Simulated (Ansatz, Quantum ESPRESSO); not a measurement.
# From contact to tunnelling: vacuum gaps between two Na(100) faces, part 4 of 5

Wanted: T at the Fermi level along a series, and its decay constant, for vacuum gaps between two Na(100) faces.

Quantum ESPRESSO 7.5; plane-wave DFT, LDA, GBRV ultrasoft pseudopotentials; cross-check by Ansatz 0.2.0 with PAW datasets.

So far. Step 6 (Transmission with pwcond.x, 6 Å): T goes from 0.322 to 0.130, a factor of 2.5. Step 7 (Cross-check with Ansatz, 6 Å): Ansatz finds T = 0.127 against pwcond's 0.130.

## 9. The open system, 7 Å

Level of this step: transmission by pwcond, lead and junction from one cell; plane-wave DFT, LDA, GBRV ultrasoft pseudopotentials (Quantum ESPRESSO).

j2.cond.in reads:

```
&inputcond
  outdir = './out'
  prefixt = 'j2.scf'
  tran_file = 'j2.cond.dat'
  bdl = 1.0000000000
  bds = 9.1666666667
  ikind = 1
  ewind = 4.0
  epsproj = 1e-05
  nz1 = 7
  energy0 = 0.4
  denergy = -0.4
/
15
  0.00000000 0.00000000 0.01562500
  0.00000000 0.12500000 0.06250000
  0.00000000 0.25000000 0.06250000
  0.00000000 0.37500000 0.06250000
  0.00000000 0.50000000 0.03125000
  0.12500000 0.12500000 0.06250000
  0.12500000 0.25000000 0.12500000
  0.12500000 0.37500000 0.12500000
  0.12500000 0.50000000 0.06250000
  0.25000000 0.25000000 0.06250000
  0.25000000 0.37500000 0.12500000
  0.25000000 0.50000000 0.06250000
  0.37500000 0.37500000 0.06250000
  0.37500000 0.50000000 0.06250000
  0.50000000 0.50000000 0.01562500
3
```

Started as:

```console
> OMP_NUM_THREADS=1 mpirun -n 4 pwcond.x -in j2.cond.in > j2.cond.out
```

Numbers of over 12 decimals in the logs are rounded to 6 here.

What it wrote:

```text
[banner, memory and clock lines left out]
Program PWCOND v.7.5 starts
[citation notice left out]

[...]
./out/j2.scf.save/

     IMPORTANT: XC functional enforced from input :
     Exchange-correlation= PZ
                           (   1   1   0   0   0   0   0)
     Any further DFT definition will be discarded
     Please, verify this is what you really want

     Reading collected, re-writing distributed wavefunctions

===== INPUT FILE containing all the regions =====

     GEOMETRY:

     lattice parameter (alat)  =       7.9368  a.u.
[...]
Nchannels of the left tip =            0
 Right moving states:
   k1(2pi/a)   k2(2pi/a)   E-Ef (eV)
 Left moving states:
   k1(2pi/a)   k2(2pi/a)   E-Ef (eV)

 to transmit
          E-Ef(ev), T =    0.0000000   0.0000000
---  E-Ef =   -0.4000000  k =    0.5000000   0.5000000
---  ie =          3  ik =         15
 Nchannels of the left tip =            0
 Right moving states:
   k1(2pi/a)   k2(2pi/a)   E-Ef (eV)
 Left moving states:
   k1(2pi/a)   k2(2pi/a)   E-Ef (eV)

 to transmit
          E-Ef(ev), T =   -0.4000000   0.0000000
   T_tot     0.40000      0.15956E+00
   T_tot     0.00000      0.77776E-01
   T_tot    -0.40000      0.34293E-01

[...]
```

Wall time 1.9 min (4 MPI ranks of Arm Neoverse V2, shared host); peak memory 0.34 GiB.

Numbers from this step:

```
transmission at the Fermi level, one spin : 0.03889
conductance                               : 0.03889 G₀
```

Per spin; mean over the k mesh across the current. The transmission, zone mean by energy, zero at the Fermi level:

| energy (eV) | transmission, zone mean |
| --- | --- |
| -0.400 | 0.0171 |
| 0.000 | 0.0389 |
| 0.400 | 0.0798 |

At 0.000 eV; k in fractions of b1, b2. Transmission by k point:

| k1 | k2 | weight | t | channels |
| --- | --- | --- | --- | --- |
| 0 | 0 | 0.01562 | 0.1973 | 1 |
| 0 | 0.125 | 0.0625 | 0.1585 | 1 |
| 0 | 0.25 | 0.0625 | 0.07688 | 1 |
| 0 | 0.375 | 0.0625 | 0.01975 | 1 |
| 0 | 0.5 | 0.03125 | 0.005756 | 2 |
| 0.125 | 0.125 | 0.0625 | 0.1259 | 1 |
| 0.125 | 0.25 | 0.125 | 0.05891 | 1 |
| 0.125 | 0.375 | 0.125 | 0.01438 | 1 |
| 0.125 | 0.5 | 0.0625 | 0.004443 | 2 |
| 0.25 | 0.25 | 0.0625 | 0.02264 | 1 |
| 0.25 | 0.375 | 0.125 | 0.006221 | 1 |
| 0.25 | 0.5 | 0.0625 | 0.001212 | 2 |
| 0.375 | 0.375 | 0.0625 | 0.001672 | 1 |
| 0.375 | 0.5 | 0.0625 | 0 | 0 |
| 0.5 | 0.5 | 0.01562 | 0 | 0 |

T goes from 0.130 to 0.0389, a factor of 3.3.

## 10. Cross-check with Ansatz, 7 Å

Level of this step: plane-wave DFT, LDA, Ansatz PAW (Ansatz 0.2.0).

input.yaml reads:

```yaml
crystal:
  lattice:
    - [4.2, 0.0, 0.0]
    - [0.0, 4.2, 0.0]
    - [0.0, 0.0, 38.5]
  atoms:
    - { symbol: Na, position: [0.0, 0.0, 0.0] }
    - { symbol: Na, position: [0.5, 0.5, 0.0545454545] }
    - { symbol: Na, position: [0.0, 0.0, 0.1090909091] }
    - { symbol: Na, position: [0.5, 0.5, 0.1636363636] }
    - { symbol: Na, position: [0.0, 0.0, 0.2181818182] }
    - { symbol: Na, position: [0.5, 0.5, 0.2727272727] }
    - { symbol: Na, position: [0.0, 0.0, 0.3272727273] }
    - { symbol: Na, position: [0.5, 0.5, 0.3818181818] }
    - { symbol: Na, position: [0.0, 0.0, 0.5636363636] }
    - { symbol: Na, position: [0.5, 0.5, 0.6181818182] }
    - { symbol: Na, position: [0.0, 0.0, 0.6727272727] }
    - { symbol: Na, position: [0.5, 0.5, 0.7272727273] }
    - { symbol: Na, position: [0.0, 0.0, 0.7818181818] }
    - { symbol: Na, position: [0.5, 0.5, 0.8363636364] }
    - { symbol: Na, position: [0.0, 0.0, 0.8909090909] }
    - { symbol: Na, position: [0.5, 0.5, 0.9454545455] }
kpoints:
  mp_grid: { grid: [6, 6, 1] }
hamiltonian:
  xc: lda
scf:
  occupations: { method: fermi_dirac, width: 0.1 }
  convergence: { dr2_threshold: 1.0e-08 }
output:
  transmission: { leads: [[0, 2]], e_range: [-0.4, 0.4], de: 0.4, kmesh: [8, 8] }
  write_potential: true
  write_density: true
  volumetric_format: npy
```

Started as:

```console
> ansatz run input.yaml --threads 4 --pin off --max-ram 8192MiB --backend cpu --events-out ev --progress --plain --runs-dir out
```

What it wrote:

```text
[...]
Crystal: 16 atoms, lattice volume = 679.140 Å³
Basis set: ecut = 420 eV, 13141 PW (Γ)
Bands: 88, of which v1, the nominal top of the filled ones, is band 72 counted from 1 (71 counted from 0)
Symmetry: 16 space group operations
[...]
k-points: 10 of 36
[...]
k-point 9: bands = [... 68 lower, 2.0730, 2.0730, 2.2633, 2.2633, 2.2662, 2.2662, 2.3540, 2.3540, ... 12 higher]
--- Transmission ---
  basis      : 149 plane waves across, 49 finite elements along
  points     : 15, standing for a mesh of 8 x 8
[...]
channels       : 1.078125e0 a spin
[...]
slowest decay  : 0.1340 /Å at (0.5000, 0.3750)
  junction   : crystal 0 to crystal 0, -0.35 to 33.95 Å
    transmission   : 3.841202e-2 a spin
[...]
[key lines of the parts left out:]
SCF converged after 8 iterations
Free energy (F): -23465.161042 eV
Fermi energy:    1.041499 eV
```

Elapsed: 42 s, on 4 threads; peak memory 1.5 GiB.

Numbers from this step:

- free energy: -23465.1610 eV
- energy at zero smearing: -23465.0276 eV
- smearing term TS: 0.2669 eV
- Fermi energy: 1.041 eV
- transmission at the Fermi level, one spin: 0.03841
- step of the lead's Hamiltonian over a period: 21.5 meV

Per spin; mean over the k mesh across the current. The transmission, zone mean by energy, zero at the Fermi level:

```csv
energy (eV),"transmission, zone mean"
-0.400,0.0174
0.000,0.0384
0.400,0.0789
```

Ansatz finds T = 0.0384 against pwcond's 0.0389.

## 11. Ground state, 8 Å

Level of this step: plane-wave DFT, LDA, GBRV ultrasoft pseudopotentials (Quantum ESPRESSO 7.5).

j3.scf.in reads:

```
&control
  prefix = 'j3.scf'
  outdir = './out'
  pseudo_dir = './pseudo'
  calculation = 'scf'
  tprnfor = .true.
/
&system
  ibrav = 0
  nat = 16
  ntyp = 1
  ecutwfc = 40
  ecutrho = 200
  occupations = 'smearing'
  smearing = 'mv'
  degauss = 0.01
/
&electrons
  conv_thr = 1e-07
  mixing_beta = 0.25
  electron_maxstep = 120
  mixing_mode = 'local-TF'
/
ATOMIC_SPECIES
  Na  22.9898  na_lda_v1.5.uspp.F.UPF
CELL_PARAMETERS angstrom
  4.20000000000000 0.00000000000000 0.00000000000000
  0.00000000000000 4.20000000000000 0.00000000000000
  0.00000000000000 0.00000000000000 39.50000000000000
ATOMIC_POSITIONS crystal
  Na  0.000000000000 0.000000000000 0.000000000000
  Na  0.500000000000 0.500000000000 0.053164556962
  Na  0.000000000000 0.000000000000 0.106329113924
  Na  0.500000000000 0.500000000000 0.159493670886
  Na  0.000000000000 0.000000000000 0.212658227848
  Na  0.500000000000 0.500000000000 0.265822784810
  Na  0.000000000000 0.000000000000 0.318987341772
  Na  0.500000000000 0.500000000000 0.372151898734
  Na  0.000000000000 0.000000000000 0.574683544304
  Na  0.500000000000 0.500000000000 0.627848101266
  Na  0.000000000000 0.000000000000 0.681012658228
  Na  0.500000000000 0.500000000000 0.734177215190
  Na  0.000000000000 0.000000000000 0.787341772152
  Na  0.500000000000 0.500000000000 0.840506329114
  Na  0.000000000000 0.000000000000 0.893670886076
  Na  0.500000000000 0.500000000000 0.946835443038
K_POINTS automatic
  6 6 1 0 0 0
```

Started as:

```console
> OMP_NUM_THREADS=1 mpirun -n 4 pw.x -nk 2 -in j3.scf.in > j3.scf.out
```

What it wrote:

```text
[banner, memory and clock lines left out]
Program PWSCF v.7.5 starts
[...]
Message from routine setup:
[...]
number of electrons       =       144.00
     number of Kohn-Sham states=           86
     kinetic-energy cutoff     =      40.0000  Ry
     charge density cutoff     =     200.0000  Ry
[...]
number of k points=    10  Marzari-Vanderbilt smearing, width (Ry)=  0.0100
[...]
Dense  grid:   224533 G-vectors     FFT dimensions: (  36,  36, 360)
[...]
Starting wfcs are   80 randomized atomic wfcs +    6 random wfcs
[...]
estimated scf accuracy    <       0.59953224 Ry
[...]
estimated scf accuracy    <       0.46017156 Ry
[...]
estimated scf accuracy    <       0.01607664 Ry
[...]
estimated scf accuracy    <       0.02891036 Ry
[...]
estimated scf accuracy    <       0.00223902 Ry
[...]
estimated scf accuracy    <       0.00345761 Ry
[...]
estimated scf accuracy    <       0.00016093 Ry
[...]
estimated scf accuracy    <       0.00033041 Ry
[...]
estimated scf accuracy    <       0.00002262 Ry
[...]
estimated scf accuracy    <       0.00010045 Ry
[...]
estimated scf accuracy    <       0.00000042 Ry
[...]
estimated scf accuracy    <       0.00000021 Ry
[...]
the Fermi energy is     0.8149 ev
!    total energy              =   -1522.03426496 Ry
     estimated scf accuracy    <       0.00000004 Ry
     smearing contrib. (-TS)   =       0.00008293 Ry
     internal energy E=F+TS    =   -1522.03434790 Ry
[...]
one-electron contribution =   -2589.42226077 Ry
     hartree contribution      =    1294.59986485 Ry
     xc contribution           =    -222.33420851 Ry
     ewald contribution        =      -4.87774346 Ry
     convergence has been achieved in  13 iterations
[...]
Total force =     0.005375     Total SCF correction =     0.000550
[...]
```

Elapsed: 1.7 min, on 4 MPI ranks; peak memory 1.1 GiB.

Read from the output:

* free energy: -20708.3311 eV
* Fermi energy: 0.8149 eV

## 12. The open system, 8 Å

j3.cond.in, as its differences from the input of step 9:

```diff
@@ -2,6 +2,6 @@
   outdir = './out'
-  prefixt = 'j2.scf'
-  tran_file = 'j2.cond.dat'
+  prefixt = 'j3.scf'
+  tran_file = 'j3.cond.dat'
   bdl = 1.0000000000
-  bds = 9.1666666667
+  bds = 9.4047619048
   ikind = 1
```

Started as:

```console
> OMP_NUM_THREADS=1 mpirun -n 4 pwcond.x -in j3.cond.in > j3.cond.out
```

What it wrote:

```text
[banner, memory and clock lines left out]
Program PWCOND v.7.5 starts
[citation notice left out]

[...]
./out/j3.scf.save/

     IMPORTANT: XC functional enforced from input :
     Exchange-correlation= PZ
                           (   1   1   0   0   0   0   0)
     Any further DFT definition will be discarded
     Please, verify this is what you really want

     Reading collected, re-writing distributed wavefunctions

===== INPUT FILE containing all the regions =====

     GEOMETRY:

     lattice parameter (alat)  =       7.9368  a.u.
[...]
Nchannels of the left tip =            0
 Right moving states:
   k1(2pi/a)   k2(2pi/a)   E-Ef (eV)
 Left moving states:
   k1(2pi/a)   k2(2pi/a)   E-Ef (eV)

 to transmit
          E-Ef(ev), T =    0.0000000   0.0000000
---  E-Ef =   -0.4000000  k =    0.5000000   0.5000000
---  ie =          3  ik =         15
 Nchannels of the left tip =            0
 Right moving states:
   k1(2pi/a)   k2(2pi/a)   E-Ef (eV)
 Left moving states:
   k1(2pi/a)   k2(2pi/a)   E-Ef (eV)

 to transmit
          E-Ef(ev), T =   -0.4000000   0.0000000
   T_tot     0.40000      0.46826E-01
   T_tot     0.00000      0.18964E-01
   T_tot    -0.40000      0.71692E-02

[...]
```

Run time: 2.1 min. Hardware: 4 MPI ranks; peak memory 0.35 GiB; 8.6 min of CPU time.

This step gave:

- transmission at the Fermi level, one spin: 0.009482
- conductance: 0.009482 G₀

Per spin; mean over the k mesh across the current. Table of transmission, zone mean by energy, zero at the Fermi level:

```csv
energy (eV),"transmission, zone mean"
-0.400,0.00358
0.000,0.00948
0.400,0.0234
```

T goes from 0.0389 to 0.00948, a factor of 4.1.

## 13. Cross-check with Ansatz, 8 Å

Level of this step: plane-wave DFT, LDA, Ansatz PAW (Ansatz 0.2.0).

input.yaml, the sections that differ from step 10:

```yaml
crystal:
  lattice:
    - [4.2, 0.0, 0.0]
    - [0.0, 4.2, 0.0]
    - [0.0, 0.0, 39.5]
  atoms:
    - { symbol: Na, position: [0.0, 0.0, 0.0] }
    - { symbol: Na, position: [0.5, 0.5, 0.053164557] }
    - { symbol: Na, position: [0.0, 0.0, 0.1063291139] }
    - { symbol: Na, position: [0.5, 0.5, 0.1594936709] }
    - { symbol: Na, position: [0.0, 0.0, 0.2126582278] }
    - { symbol: Na, position: [0.5, 0.5, 0.2658227848] }
    - { symbol: Na, position: [0.0, 0.0, 0.3189873418] }
    - { symbol: Na, position: [0.5, 0.5, 0.3721518987] }
    - { symbol: Na, position: [0.0, 0.0, 0.5746835443] }
    - { symbol: Na, position: [0.5, 0.5, 0.6278481013] }
    - { symbol: Na, position: [0.0, 0.0, 0.6810126582] }
    - { symbol: Na, position: [0.5, 0.5, 0.7341772152] }
    - { symbol: Na, position: [0.0, 0.0, 0.7873417722] }
    - { symbol: Na, position: [0.5, 0.5, 0.8405063291] }
    - { symbol: Na, position: [0.0, 0.0, 0.8936708861] }
    - { symbol: Na, position: [0.5, 0.5, 0.946835443] }
# kpoints, hamiltonian, scf, output: as in step 10
```

Started as:

```console
> ansatz run input.yaml --threads 4 --pin off --max-ram 8192MiB --backend cpu --events-out ev --progress --plain --runs-dir out
```

What it wrote:

```text
[...]
Crystal: 16 atoms, lattice volume = 696.780 Å³
Basis set: ecut = 420 eV, 13465 PW (Γ)
Bands: 88, of which v1, the nominal top of the filled ones, is band 72 counted from 1 (71 counted from 0)
Symmetry: 16 space group operations
[...]
k-points: 10 of 36
[...]
k-point 9: bands = [... 68 lower, 1.9809, 1.9809, 2.1698, 2.1698, 2.1739, 2.1739, 2.2613, 2.2613, ... 12 higher]
--- Transmission ---
  basis      : 149 plane waves across, 51 finite elements along
  points     : 15, standing for a mesh of 8 x 8
[...]
channels       : 1.078125e0 a spin
[...]
slowest decay  : 0.1338 /Å at (0.5000, 0.3750)
  junction   : crystal 0 to crystal 0, -0.35 to 34.95 Å
    transmission   : 9.350283e-3 a spin
[...]
[key lines of the parts left out:]
SCF converged after 8 iterations
Free energy (F): -23465.156416 eV
Fermi energy:    0.949297 eV
```

Wall time 42 s (4 threads); peak memory 1.5 GiB.

Read from the output:

| Item | Value |
| --- | --- |
| free energy | -23465.1564 eV |
| energy at zero smearing | -23465.0250 eV |
| smearing term TS | 0.2628 eV |
| Fermi energy | 0.9493 eV |
| transmission at the Fermi level, one spin | 0.009350 |
| step of the lead's Hamiltonian over a period | 21.6 meV |

Per spin; mean over the k mesh across the current. The transmission, zone mean by energy, zero at the Fermi level:

```
energy (eV)  transmission, zone mean
     -0.400                  0.00363
      0.000                  0.00935
      0.400                   0.0231
```

Ansatz finds T = 0.00935 against pwcond's 0.00948.

## 14. Self-consistent run, 9 Å

Level of this step: plane-wave DFT, LDA, GBRV ultrasoft pseudopotentials (Quantum ESPRESSO 7.5).

j4.scf.in reads:

```
&control
  prefix = 'j4.scf'
  outdir = './out'
  pseudo_dir = './pseudo'
  calculation = 'scf'
  tprnfor = .true.
/
&system
  ibrav = 0
  nat = 16
  ntyp = 1
  ecutwfc = 40
  ecutrho = 200
  occupations = 'smearing'
  smearing = 'mv'
  degauss = 0.01
/
&electrons
  conv_thr = 1e-07
  mixing_beta = 0.25
  electron_maxstep = 120
  mixing_mode = 'local-TF'
/
ATOMIC_SPECIES
  Na  22.9898  na_lda_v1.5.uspp.F.UPF
CELL_PARAMETERS angstrom
  4.20000000000000 0.00000000000000 0.00000000000000
  0.00000000000000 4.20000000000000 0.00000000000000
  0.00000000000000 0.00000000000000 40.50000000000000
ATOMIC_POSITIONS crystal
  Na  0.000000000000 0.000000000000 0.000000000000
  Na  0.500000000000 0.500000000000 0.051851851852
  Na  0.000000000000 0.000000000000 0.103703703704
  Na  0.500000000000 0.500000000000 0.155555555556
  Na  0.000000000000 0.000000000000 0.207407407407
  Na  0.500000000000 0.500000000000 0.259259259259
  Na  0.000000000000 0.000000000000 0.311111111111
  Na  0.500000000000 0.500000000000 0.362962962963
  Na  0.000000000000 0.000000000000 0.585185185185
  Na  0.500000000000 0.500000000000 0.637037037037
  Na  0.000000000000 0.000000000000 0.688888888889
  Na  0.500000000000 0.500000000000 0.740740740741
  Na  0.000000000000 0.000000000000 0.792592592593
  Na  0.500000000000 0.500000000000 0.844444444444
  Na  0.000000000000 0.000000000000 0.896296296296
  Na  0.500000000000 0.500000000000 0.948148148148
K_POINTS automatic
  6 6 1 0 0 0
```

Started as:

```console
> OMP_NUM_THREADS=1 mpirun -n 4 pw.x -nk 2 -in j4.scf.in > j4.scf.out
```

What it wrote:

```text
[banner, memory and clock lines left out]
Program PWSCF v.7.5 starts
[...]
Message from routine setup:
[...]
number of electrons       =       144.00
     number of Kohn-Sham states=           86
     kinetic-energy cutoff     =      40.0000  Ry
     charge density cutoff     =     200.0000  Ry
[...]
number of k points=    10  Marzari-Vanderbilt smearing, width (Ry)=  0.0100
[...]
Dense  grid:   230165 G-vectors     FFT dimensions: (  36,  36, 360)
[...]
Starting wfcs are   80 randomized atomic wfcs +    6 random wfcs
[...]
estimated scf accuracy    <       0.59907084 Ry
[...]
estimated scf accuracy    <       0.46058590 Ry
[...]
estimated scf accuracy    <       0.01577218 Ry
[...]
estimated scf accuracy    <       0.02812273 Ry
[...]
estimated scf accuracy    <       0.00336403 Ry
[...]
estimated scf accuracy    <       0.00317349 Ry
[...]
estimated scf accuracy    <       0.00041651 Ry
[...]
estimated scf accuracy    <       0.00055062 Ry
[...]
estimated scf accuracy    <       0.00002200 Ry
[...]
estimated scf accuracy    <       0.00016919 Ry
[...]
estimated scf accuracy    <       0.00000272 Ry
[...]
estimated scf accuracy    <       0.00000027 Ry
[...]
the Fermi energy is     0.7283 ev
!    total energy              =   -1522.03432829 Ry
     estimated scf accuracy    <       0.00000007 Ry
     smearing contrib. (-TS)   =       0.00010353 Ry
     internal energy E=F+TS    =   -1522.03443182 Ry
[...]
one-electron contribution =   -2975.48690032 Ry
     hartree contribution      =    1487.16447571 Ry
     xc contribution           =    -222.33440714 Ry
     ewald contribution        =     188.62239992 Ry
     convergence has been achieved in  13 iterations
[...]
Total force =     0.005720     Total SCF correction =     0.000747
[...]
```

The job ended after 1.8 min (4 MPI ranks; peak memory 1.3 GiB).

This step gave:

* free energy: -20708.3320 eV
* Fermi energy: 0.7283 eV

(Part 4 of 5 ends here.)

[Logs are printed without paths, hosts, clocks, repeated set-up lines and the standing remarks that a program may print on its own settings, such as how far it seeks lower states.]

[Hosts, paths, dates, database ids (printed as entryN), source tags and the programs' standing remarks are cut or masked in the printed files.]

[Maps of the electrostatic potential energy from Ansatz leave out the sawtooth potential of an applied field or a dipole correction, so their vacuum need not be flat; planar profiles and work functions include it.]
